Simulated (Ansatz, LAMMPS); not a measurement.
# Squeezing and shearing glassy 61SiO2-18Al2O3-16Na2O-5SnO2 (mol %) (148 atoms)

Aim: relax glassy 61SiO2-18Al2O3-16Na2O-5SnO2 (mol %) (148 atoms), then change its volume and shape to read moduli from the stress.

Program: Ansatz 0.2.0. Level of theory: Kohn-Sham DFT, PBE, PAW (set soft_2), plane waves. Results are calculated unless marked as measured.

**1. The structure**

The cell holds 148 atoms: 27 Si, 16 Al, 14 Na, 2 Sn and 89 O. Its edges and angles: a = 12.432 Å, b = 12.432 Å, c = 12.432 Å, α = 90.0°, β = 90.0°, γ = 90.0°. 148 atoms (27 Si, 16 Al, 14 Na, 2 Sn, 89 O) placed at random at 2.66 g/cm³, melted at 4000 K for 10 ps at fixed volume with the Morse and Coulomb pair potential with partial charges (Pedone, Malavasi, Menziani, Cormack and Segre, J. Phys. Chem. B 110, 11780 (2006)). Quenched from 4000 K to 300 K at 25 K/ps and fixed volume, held 10 ps at zero pressure.

What the set-up can't give: The quench rate of 25 K/ps is orders of magnitude faster than experiment, which tends to freeze in extra defects. The network of bonds at the start is that of the classical potential that made the cell, and needn't be the one that DFT or experiment would give. The Brillouin zone is sampled at Γ only.

**2. Single point at the start**

The forces at the start show how far the geometry lies from a minimum of this functional.

input.yaml reads:

```yaml
crystal:
  lattice:
    - [12.43153, 0.0, 0.0]
    - [0.0, 12.43153, 0.0]
    - [0.0, 0.0, 12.43153]
  atoms:
    - { symbol: Si, position: [0.97328, 0.81212, 0.80235] }
    - { symbol: Si, position: [0.33074, 0.54026, 0.082] }
    - { symbol: Si, position: [0.14245, 0.6844, 0.02688] }
    - { symbol: Si, position: [0.405, 0.40249, 0.87059] }
    - { symbol: Si, position: [0.12042, 0.91503, 0.11667] }
    - { symbol: Si, position: [0.5223, 0.12804, 0.18424] }
    - { symbol: Si, position: [0.06709, 0.03496, 0.53669] }
    - { symbol: Si, position: [0.95802, 0.46878, 0.53869] }
    - { symbol: Si, position: [0.046, 0.41153, 0.076] }
    - { symbol: Si, position: [0.5728, 0.88218, 0.98952] }
    - { symbol: Si, position: [0.77658, 0.23262, 0.79066] }
    - { symbol: Si, position: [0.89391, 0.25186, 0.16902] }
    - { symbol: Si, position: [0.9591, 0.05835, 0.76816] }
    - { symbol: Si, position: [0.68022, 0.17255, 0.56777] }
    - { symbol: Si, position: [0.5405, 0.6631, 0.11336] }
    - { symbol: Si, position: [0.29946, 0.96384, 0.49614] }
    - { symbol: Si, position: [0.18033, 0.5815, 0.59055] }
    - { symbol: Si, position: [0.80686, 0.75676, 0.23207] }
    - { symbol: Si, position: [0.2359, 0.74331, 0.40631] }
    - { symbol: Si, position: [0.47126, 0.73008, 0.33904] }
    - { symbol: Si, position: [0.67539, 0.46222, 0.12083] }
    - { symbol: Si, position: [0.91324, 0.01813, 0.2109] }
    - { symbol: Si, position: [0.89827, 0.66224, 0.01031] }
    - { symbol: Si, position: [0.23551, 0.2342, 0.11634] }
    - { symbol: Si, position: [0.61517, 0.79619, 0.75534] }
    - { symbol: Si, position: [0.36965, 0.93687, 0.85173] }
    - { symbol: Si, position: [0.82426, 0.78057, 0.6154] }
    - { symbol: Al, position: [0.6117, 0.92314, 0.30473] }
    - { symbol: Al, position: [0.11083, 0.28428, 0.50908] }
    - { symbol: Al, position: [0.4965, 0.00532, 0.65238] }
    - { symbol: Al, position: [0.71274, 0.07004, 0.11241] }
    - { symbol: Al, position: [0.21785, 0.75892, 0.79168] }
    [... 110 atom lines left out ...]
    - { symbol: O, position: [0.14299, 0.80023, 0.08171] }
    - { symbol: O, position: [0.92896, 0.9398, 0.79709] }
    - { symbol: O, position: [0.5233, 0.66425, 0.24205] }
    - { symbol: O, position: [0.03476, 0.46603, 0.19061] }
    - { symbol: O, position: [0.22523, 0.63531, 0.47391] }
    - { symbol: O, position: [0.92174, 0.48333, 0.40502] }
kpoints:
  mp_grid: { grid: [1, 1, 1] }
hamiltonian:
  xc: pbe
scf:
  occupations: { method: gaussian, width: 0.05 }
output:
  forces: true
```

Command:

```console
$ ansatz run input.yaml --threads 4 --pin off --max-ram 8192MiB --backend cpu --events-out ev --progress --plain --runs-dir out
```

Numbers of over 12 decimals in the logs are rounded to 6 here.

The program printed:

```text
Engine: ansatz 0.2.0, aarch64-unknown-linux-gnu
Pseudopotentials: kind: paw
Pseudopotential: Si, paw, valence charge 4, recommended cutoff 420 eV (normal), Si.paw.azcp
Pseudopotential: Al, paw, valence charge 3, recommended cutoff 420 eV (normal), Al.paw.azcp
Pseudopotential: Na, paw, valence charge 9, recommended cutoff 420 eV (normal), Na.paw.azcp
Pseudopotential: Sn, paw, valence charge 14, recommended cutoff 420 eV (normal), Sn.paw.azcp
Pseudopotential: O, paw, valence charge 6, recommended cutoff 420 eV (normal), O.paw.azcp
[... 5 lines on functional and potentials left out ...]
Crystal: 148 atoms, lattice volume = 1921.205 Å³
Basis set: ecut = 420 eV, 37529 PW (Γ), exchange–correlation on 180×180×180 points (8 copies of the dense FFT grid, shifted against one another)
Bands: 570, of which v1, the nominal top of the filled ones, is band 422 counted from 1 (421 counted from 0)
Symmetry: 1 space group operations
Space group: P1 (ITA 1), of the structure as read, at distance tolerance 1.2e-4 Å
k-points: 1
[... 11 lines on functional and potentials left out ...]
Initial density: superposition of atomic densities (neutral atoms: chi_scale 0, normalization atom), corrected by the library's trained network
Initial wavefunctions: pseudopotential atomic-orbital guess
Functional: x = pbe(κ = 0.804, μ = 0.219515), c = pbe(β = 0.066725)
SCF iter   1: F=—  HF=-109281.366238 eV  |F-HF|=—  |Δ(HF+E_count)|=         —  Δρ=2.09e-3  dr2=1.52e-1  ethr=1.77e-3  ⟨swp⟩=5.0  Hψ=2388  notcnv=0  defer=138
preconditioner: auto → Resta (q_TF=auto, 2.379 Å⁻¹)  ε∞=2.9  [insulator: Δε(μ)=2.620 eV  Ē_g=17.703 eV  σ=0.050 eV  W_gap=1.00  n_scr=460 (ndim 8)  ℏωp=24.2 eV  f_vac=0.135  D(μ)=0.00/eV (n_scr^D=0)  ε∞_Penn≈2.9]
SCF iter   2: F=—  HF=-109281.352036 eV  |F-HF|=—  |Δ(HF+E_count)|=   1.42e-2  Δρ=1.16e-3  dr2=3.89e-2  ethr=1.80e-5  ⟨swp⟩=2.0  Hψ=1034  notcnv=0  defer=141
SCF iter   3: F=—  HF=-109281.351921 eV  |F-HF|=—  |Δ(HF+E_count)|=   1.15e-4  Δρ=6.31e-4  dr2=1.10e-2  ethr=4.61e-6  ⟨swp⟩=2.0  Hψ=706  notcnv=0  defer=60
automatic band count: iteration 3 solves 489 bands in place of 570: the levels show a gap, and the empty bands left out lie too high to hold charge; the band table lists the bands solved (type scf.n_extra_bands for more)
SCF iter   4: F=—  HF=-109281.350460 eV  |F-HF|=—  |Δ(HF+E_count)|=   1.46e-3  Δρ=2.41e-4  dr2=1.24e-3  ethr=1.30e-6  ⟨swp⟩=2.0  Hψ=703  notcnv=0  defer=60
SCF iter   5: F=—  HF=-109281.350459 eV  |F-HF|=—  |Δ(HF+E_count)|=   1.09e-6  Δρ=1.55e-4  dr2=4.29e-4  ethr=1.47e-7  ⟨swp⟩=2.0  Hψ=794  notcnv=0  defer=60
SCF iter   6: F=—  HF=-109281.350457 eV  |F-HF|=—  |Δ(HF+E_count)|=   2.79e-6  Δρ=3.57e-5  dr2=2.52e-5  ethr=5.09e-8  ⟨swp⟩=2.0  Hψ=704  notcnv=0  defer=60
SCF iter   7: F=—  HF=-109281.355925 eV  |F-HF|=—  |Δ(HF+E_count)|=   5.47e-3  Δρ=1.64e-5  dr2=5.07e-6  ethr=2.98e-9  ⟨swp⟩=2.0  Hψ=907  notcnv=0  defer=62
SCF iter   8: F=—  HF=-109281.355928 eV  |F-HF|=—  |Δ(HF+E_count)|=   2.98e-6  Δρ=8.06e-6  dr2=1.17e-6  ethr=6.01e-10  ⟨swp⟩=2.0  Hψ=757  notcnv=0  defer=62
SCF iter   9: F=—  HF=-109281.355929 eV  |F-HF|=—  |Δ(HF+E_count)|=   5.34e-7  Δρ=2.50e-6  dr2=1.13e-7  ethr=1.39e-10  ⟨swp⟩=2.0  Hψ=706  notcnv=0  defer=62
SCF iter  10: F=-109281.355929 eV  HF=-109281.355929 eV  |F-HF|=2.76e-10  |Δ(HF+E_count)|=   7.44e-8  Δρ=1.33e-6  dr2=2.97e-8  ethr=1.18e-11  ⟨swp⟩=4.0  Hψ=1602  notcnv=0
SCF 1 converged in 10 iterations: F = -109281.355929 eV  dr2 = 2.97e-8
  greatest PAW one-centre occupation: 0.999 electrons in one spin orbital (limit 2), on the Na atom at site 56 (counted from 0), in its partial waves of l = 0
SCF converged after 10 iterations
Free energy (F): -109281.355929 eV
Harris-Foulkes:  -109281.355929 eV  (|F-HF|=2.76e-10)
Internal energy: -109281.355929 eV  (E = F + TS)
E sigma→0 (E₀):  -109281.355929 eV
Fermi energy:    5.285616 eV
--- Per-component energies (eV) ---
  E_band       = -5619.791935
  E_kinetic    = 19651.488712
  E_local      = -66165.274520  (includes V_loc(G=0)·N_el)
  E_nonlocal   = 6667.156463
  E_hartree    = 25037.307910
  E_xc         = -10103.724184
  E_vxc        = -11131.502066  (∫ρ·V_xc dr)
  E_paw        = -47468.683134  (= ΣΔE_a)
  E_vpaw       = -4716.496325  (= ΣTr[D̂ρ^β])
  E_aug_tail   = 0.227287  (compensation charges beyond the density's cutoff)
  E_ewald      = -36899.854464
  E_smearing   = -0.000000  (= −TS)
  E_closure    = -0.000000  (closes the sum)
  Σ components = -109281.355929   (vs F -109281.355929, Δ=0.00e0)
--- Forces (eV/Å), atoms counted from 1 ---
  atom   1  Si    -4.39427623    -0.25861224    -2.72924710
  atom   2  Si     2.05506166    -2.34753919    -2.09407707
  atom   3  Si     0.01316975    -1.61915777     0.04667847
  atom   4  Si    -2.48288594     1.16451613     2.53069424
  atom   5  Si     1.56791326     2.71708275     5.12503683
  atom   6  Si    -1.71477343    -0.81040058    -0.32466110
  atom   7  Si     0.38818585    -0.31619435     0.26185020
  atom   8  Si    -2.17372880     1.19161729     0.48434495
  atom   9  Si     2.52044504    -2.28746173    -0.00466720
  atom  10  Si    -1.90113113    -1.82316677    -2.12166361
  atom  11  Si    -1.30318299     1.66936555     1.09029581
  atom  12  Si     0.87776812    -1.88897100    -2.12398515
  atom  13  Si     1.31715001     0.29719387    -0.00393448
  atom  14  Si     0.57870141     0.96282214     1.06762764
[...]
atom 147  O     -0.33183107    -2.24201011     1.30306594
  atom 148  O     -0.25274433     0.56928935     0.30335471
  max |Σ_I F_I| component: 5.51e-5 eV/Å
```

The job ended after 33 s (4 threads of Arm Neoverse V1, shared host; peak memory 3 GiB; 2.1 min of CPU time).

Reading the cycles: dr2 is the Hartree energy of the density residual (eV), the measure of convergence; HF is the Harris–Foulkes estimate of the energy, which meets the free energy F at convergence.

The r.m.s. force at the start is 1.3 eV/Å.

**3. Cell and atoms relaxed**

The cell is relaxed with the atoms, since the starting lattice needn't suit this functional.

input.yaml reads:

```yaml
crystal:
  lattice:
    - [12.43153, 0.0, 0.0]
    - [0.0, 12.43153, 0.0]
    - [0.0, 0.0, 12.43153]
  atoms:
    [... the 148 atom lines of step 2 ...]
kpoints:
  mp_grid: { grid: [1, 1, 1] }
hamiltonian:
  xc: pbe
scf:
  occupations: { method: gaussian, width: 0.05 }
output:
  forces: true
relax:
  f_tol: 0.05
  max_steps: 150
  cell: {}
```

The program printed:

```text
[...]
Crystal: 148 atoms, lattice volume = 1921.205 Å³
Basis set: ecut = 420 eV, 37529 PW (Γ), exchange–correlation on 180×180×180 points (8 copies of the dense FFT grid, shifted against one another)
Bands: 570, of which v1, the nominal top of the filled ones, is band 422 counted from 1 (421 counted from 0)
Symmetry: 1 space group operations
[...]
k-points: 1
[...]
SCF iter   1: F=—  HF=-109281.366237 eV  |F-HF|=—  |Δ(HF+E_count)|=         —  Δρ=2.09e-3  dr2=1.52e-1  ethr=1.77e-3  ⟨swp⟩=5.0  Hψ=2388  notcnv=0  defer=138
[...]
SCF iter  10: F=-109281.355929 eV  HF=-109281.355929 eV  |F-HF|=5.82e-11  |Δ(HF+E_count)|=   7.52e-8  Δρ=1.35e-6  dr2=3.04e-8  ethr=1.18e-11  ⟨swp⟩=4.0  Hψ=1597  notcnv=0
SCF 1 converged in 10 iterations: F = -109281.355929 eV  dr2 = 3.04e-8
[...]
relax step   1: F+E_penalty+E_count = -109281.35592895 eV  Δ(F+E_penalty+E_count) = +0.000e0 eV  max|allowed force component| = 6.226e0 eV/Å  Δτ_max = 0.0000 Å  P = +8.342 GPa  Ω = 1921.205 Å³  (10 SCF iters, dr2 threshold 1.00e-7 eV, accepted)
[... from here on, the SCF cycles and remarks between the steps are left out ...]
relax step   2: F+E_penalty+E_count = -109288.35597485 eV  Δ(F+E_penalty+E_count) = -7.000e0 eV  max|allowed force component| = 3.478e0 eV/Å  Δτ_max = 0.1994 Å  P = +3.959 GPa  Ω = 1964.332 Å³  energy of the carried Pulay correction = -1.459e-1 eV  (8 SCF iters, dr2 threshold 1.48e-5 eV, accepted)
relax step   3: F+E_penalty+E_count = -109292.18539225 eV  Δ(F+E_penalty+E_count) = -3.829e0 eV  max|allowed force component| = 7.430e-1 eV/Å  Δτ_max = 0.1945 Å  P = -0.098 GPa  Ω = 1999.000 Å³  energy of the carried Pulay correction = -2.609e-1 eV  (8 SCF iters, dr2 threshold 1.48e-5 eV, accepted)
relax step   4: F+E_penalty+E_count = -109292.82607464 eV  Δ(F+E_penalty+E_count) = -6.407e-1 eV  max|allowed force component| = 4.633e-1 eV/Å  Δτ_max = 0.2000 Å  P = -0.008 GPa  Ω = 1992.528 Å³  energy of the carried Pulay correction = -2.396e-1 eV  (7 SCF iters, dr2 threshold 1.48e-5 eV, accepted)
relax step   5: F+E_penalty+E_count = -109293.24736119 eV  Δ(F+E_penalty+E_count) = -4.213e-1 eV  max|allowed force component| = 3.433e-1 eV/Å  Δτ_max = 0.1944 Å  P = -0.187 GPa  Ω = 1988.704 Å³  energy of the carried Pulay correction = -2.269e-1 eV  (7 SCF iters, dr2 threshold 1.34e-5 eV, accepted)
relax step   6: F+E_penalty+E_count = -109293.51975089 eV  Δ(F+E_penalty+E_count) = -2.724e-1 eV  max|allowed force component| = 1.685e-1 eV/Å  Δτ_max = 0.2000 Å  P = -0.028 GPa  Ω = 1988.317 Å³  energy of the carried Pulay correction = -2.257e-1 eV  (8 SCF iters, dr2 threshold 7.37e-6 eV, accepted)
relax step   7: F+E_penalty+E_count = -109293.63059255 eV  Δ(F+E_penalty+E_count) = -1.108e-1 eV  max|allowed force component| = 2.052e-1 eV/Å  Δτ_max = 0.2000 Å  P = -0.072 GPa  Ω = 1990.870 Å³  energy of the carried Pulay correction = -2.341e-1 eV  (9 SCF iters, dr2 threshold 1.77e-6 eV, accepted)
relax step   8: F+E_penalty+E_count = -109293.66608405 eV  Δ(F+E_penalty+E_count) = -3.549e-2 eV  max|allowed force component| = 2.387e-1 eV/Å  Δτ_max = 0.1977 Å  P = +0.001 GPa  Ω = 1988.832 Å³  energy of the carried Pulay correction = -2.274e-1 eV  (8 SCF iters, dr2 threshold 2.63e-6 eV, accepted)
relax step   9: F+E_penalty+E_count = -109293.70657641 eV  Δ(F+E_penalty+E_count) = -4.049e-2 eV  max|allowed force component| = 1.257e-1 eV/Å  Δτ_max = 0.2000 Å  P = -0.013 GPa  Ω = 1989.794 Å³  energy of the carried Pulay correction = -2.305e-1 eV  (7 SCF iters, dr2 threshold 3.56e-6 eV, accepted)
relax step  10: F+E_penalty+E_count = -109293.75449672 eV  Δ(F+E_penalty+E_count) = -4.792e-2 eV  max|allowed force component| = 1.446e-1 eV/Å  Δτ_max = 0.1952 Å  P = +0.020 GPa  Ω = 1989.822 Å³  energy of the carried Pulay correction = -2.306e-1 eV  (8 SCF iters, dr2 threshold 9.87e-7 eV, accepted)
relax step  11: F+E_penalty+E_count = -109293.79329582 eV  Δ(F+E_penalty+E_count) = -3.880e-2 eV  max|allowed force component| = 1.344e-1 eV/Å  Δτ_max = 0.1908 Å  P = -0.012 GPa  Ω = 1989.832 Å³  energy of the carried Pulay correction = -2.307e-1 eV  (8 SCF iters, dr2 threshold 1.31e-6 eV, accepted)
relax step  12: F+E_penalty+E_count = -109293.83303265 eV  Δ(F+E_penalty+E_count) = -3.974e-2 eV  max|allowed force component| = 6.373e-2 eV/Å  Δτ_max = 0.2000 Å  P = +0.016 GPa  Ω = 1988.114 Å³  energy of the carried Pulay correction = -2.250e-1 eV  (8 SCF iters, dr2 threshold 1.13e-6 eV, accepted)
relax step  13: F+E_penalty+E_count = -109293.82326446 eV  Δ(F+E_penalty+E_count) = +9.768e-3 eV  max|allowed force component| = 1.458e-1 eV/Å  Δτ_max = 0.2000 Å  P = +0.008 GPa  Ω = 1988.725 Å³  energy of the carried Pulay correction = -2.270e-1 eV  (9 SCF iters, dr2 threshold 2.54e-7 eV, rejected (line search))
relax step  14: F+E_penalty+E_count = -109293.84154783 eV  Δ(F+E_penalty+E_count) = -8.515e-3 eV  max|allowed force component| = 5.302e-2 eV/Å  Δτ_max = 0.0623 Å  P = -0.005 GPa  Ω = 1988.696 Å³  energy of the carried Pulay correction = -2.269e-1 eV  (12 SCF iters, accepted)
relax step  15: F+E_penalty+E_count = -109293.83826115 eV  Δ(F+E_penalty+E_count) = +3.287e-3 eV  max|allowed force component| = 8.237e-2 eV/Å  Δτ_max = 0.1000 Å  P = +0.009 GPa  Ω = 1989.087 Å³  energy of the carried Pulay correction = -2.282e-1 eV  (9 SCF iters, dr2 threshold 1.76e-7 eV, rejected (line search))
relax step  16: F+E_penalty+E_count = -109293.84220751 eV  Δ(F+E_penalty+E_count) = -6.597e-4 eV  max|allowed force component| = 5.609e-2 eV/Å  Δτ_max = 0.0309 Å  P = -0.010 GPa  Ω = 1989.143 Å³  energy of the carried Pulay correction = -2.284e-1 eV  (11 SCF iters, accepted)
relax step  17: F+E_penalty+E_count = -109293.84541095 eV  Δ(F+E_penalty+E_count) = -3.203e-3 eV  max|allowed force component| = 1.923e-2 eV/Å  Δτ_max = 0.0235 Å  P = -0.006 GPa  Ω = 1988.906 Å³  energy of the carried Pulay correction = -2.276e-1 eV  (7 SCF iters, dr2 threshold 1.97e-7 eV, accepted)
relax step  18: F+E_penalty+E_count = -109294.16342309 eV  Δ(F+E_penalty+E_count) = -3.180e-1 eV  max|allowed force component| = 1.812e-2 eV/Å  Δτ_max = 0.0000 Å  P = +0.264 GPa  Ω = 1988.906 Å³  stress off target by 4.15e-1 GPa  SCF on the basis re-selected at this cell (its energy is not comparable with the rows above)  (8 SCF iters)
relax step  19: F+E_penalty+E_count = -109294.14014558 eV  Δ(F+E_penalty+E_count) = +2.328e-2 eV  max|allowed force component| = 3.836e-2 eV/Å  Δτ_max = 0.0299 Å  P = -0.049 GPa  Ω = 1998.532 Å³  energy of the carried Pulay correction = -3.224e-2 eV  (8 SCF iters, dr2 threshold 4.30e-7 eV, accepted)
relax step  20: F+E_penalty+E_count = -109294.14733178 eV  Δ(F+E_penalty+E_count) = -7.186e-3 eV  max|allowed force component| = 1.307e-2 eV/Å  Δτ_max = 0.0194 Å  P = +0.003 GPa  Ω = 1996.921 Å³  energy of the carried Pulay correction = -2.681e-2 eV  (9 SCF iters, dr2 threshold 1.77e-8 eV, accepted)
relax step  21: F+E_penalty+E_count = -109294.17170884 eV  Δ(F+E_penalty+E_count) = -2.438e-2 eV  max|allowed force component| = 1.314e-2 eV/Å  Δτ_max = 0.0000 Å  P = +0.013 GPa  Ω = 1996.921 Å³  stress off target by 3.31e-2 GPa  SCF on the basis re-selected at this cell (its energy is not comparable with the rows above)  (6 SCF iters)
[...]
SCF converged after 6 iterations
Free energy (F): -109294.171709 eV
[...]
Internal energy: -109294.171709 eV  (E = F + TS)
E sigma→0 (E₀):  -109294.171709 eV
Fermi energy:    4.728471 eV
[...]
--- Forces (eV/Å), atoms counted from 1 ---
  atom   1  Si     0.00786805     0.00301226     0.00424978
  atom   2  Si     0.00702946    -0.01058461     0.00516266
  atom   3  Si    -0.00444308     0.00814724     0.00088396
  atom   4  Si     0.00166379    -0.00083478    -0.00438184
  atom   5  Si    -0.00818677     0.00024725    -0.00319295
  atom   6  Si    -0.00033349     0.01314150     0.00128309
  atom   7  Si     0.00025359     0.00182446     0.00440957
  atom   8  Si     0.00112579     0.00405735    -0.00124808
  atom   9  Si     0.00314818     0.00226496    -0.00509998
  atom  10  Si     0.00027160     0.00392630     0.00120129
  atom  11  Si    -0.00651728    -0.00144623    -0.00181751
  atom  12  Si     0.00009763    -0.00631174     0.00051015
  atom  13  Si     0.00332241     0.00804428     0.00002013
  atom  14  Si    -0.00565880     0.00089123     0.00791284
[...]
atom 147  O      0.00213035     0.00681030    -0.00255571
  atom 148  O     -0.00138474    -0.00098620    -0.00141592
  max |Σ_I F_I| component: 4.08e-5 eV/Å
--- Stress (GPa, compression-positive) ---
        0.026934      -0.008723      -0.003316
       -0.008720       0.020241      -0.000238
       -0.003319      -0.000235      -0.009561
  P = ⅓ Tr σ = 0.0125 GPa (0.125 kbar)
--- Relaxed structure (19 steps of the walk, 17 accepted, 2 SCFs on fresh bases) ---
  F+E_penalty+E_count = -109294.17170884 eV   max|allowed force component| = 1.314e-2 eV/Å   (the final SCF, on the basis selected at the relaxed cell)
  cell:  # Å, volume = 1996.9211 Å³
    - [12.732998, -0.083061, -0.034732]
    - [-0.083061, 12.693634, 0.000536359]
    - [-0.034732, 0.000536359, 12.355665]
  atoms:
    - { symbol: Si, position: [0.967895, 0.824915, 0.805842] }
    - { symbol: Si, position: [0.339814, 0.533914, 0.070279] }
    - { symbol: Si, position: [0.153438, 0.680052, 0.029036] }
    - { symbol: Si, position: [0.408373, 0.401618, 0.869072] }
[...]
- { symbol: O, position: [0.919216, 0.469789, 0.402687] }
```

The job ended after 13 min (4 threads; peak memory 3.2 GiB; 50 min of CPU time).

The relaxation converged after 19 steps, with a largest force component of 0.013 eV/Å.

(Part 1 of 3 ends here.)

[Logs are printed without paths, hosts, clocks, repeated set-up lines and the standing remarks that a program may print on its own settings, such as how far it seeks lower states.]

[Hosts, paths, dates, database ids (printed as entryN), source tags and the programs' standing remarks are cut or masked in the printed files.]
